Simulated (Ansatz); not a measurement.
Rows from a G0W0 calculation on Ti2CO2/Ti2CO2 (MXene bilayer) (Ansatz 0.2.0; G0W0 on PBEsol, plane waves, PAW; PAW set soft_1; 6×6×1 mesh, 331 empty bands, screening to 55 eV, PAW set soft_1 files), in eV. Spin-orbit coupling is left out.

```csv
row,k,band,start,Σx,Σc at the solution,Vxc
A,"(0.000, -0.500, 0.000)",v1,-7.359,-19.640,2.312,-17.720
B,Γ,c1,-5.182,-13.831,-5.964,-21.236
C,"(0.000, -0.500, 0.000)",v2,-7.370,-19.601,2.303,-17.692
D,Γ,v1,-5.798,-19.594,1.642,-18.467
E,"(0.000, -0.500, 0.000)",c1,-5.602,-14.202,-4.376,-19.924
F,"(0.000, -0.500, 0.000)",c2,-5.532,-14.424,-4.399,-20.055
```

**Question.** Give the quasiparticle energies and the shift of each level.

The quasiparticle equation reads E = start + Σx + Σc(E) − Vxc.

```csv
row,E (eV),shift (eV)
A,-6.966,+0.393
B,-3.741,+1.441
C,-6.976,+0.394
D,-5.284,+0.514
E,-4.256,+1.347
F,-4.300,+1.232
```

Limits: short of the basis limit; coarse mesh for a sheet.

[Long decimals in the printed logs are rounded to 6 places.]

[Logs are printed without paths, hosts, clocks, repeated set-up lines and the standing remarks that a program may print on its own settings, such as how far it seeks lower states.]

[Paths, hosts, dates, memory and timing lines, banners, echoed tables and standing remarks are left out of the program output; an Ansatz launch command may be rebuilt from the run's recorded settings. Measured values are a selection of at most five: reports struck by readers or far from the other reports are left out. None is set beside runs whose start may be inverted or whose files or cutoffs have a known fault.]

[Runs of the session that timed out or met a known fault of the program may be left out.]

[Cells called generated may have been cut or substituted from an entry of the Crystallography Open Database or the Materials Project.]

[Hosts, paths, dates, database ids (printed as entryN), source tags and the programs' standing remarks are cut or masked in the printed files.]

[Where the starting crystal was built by hand or by swapping elements, it need not be the compound's stable phase.]
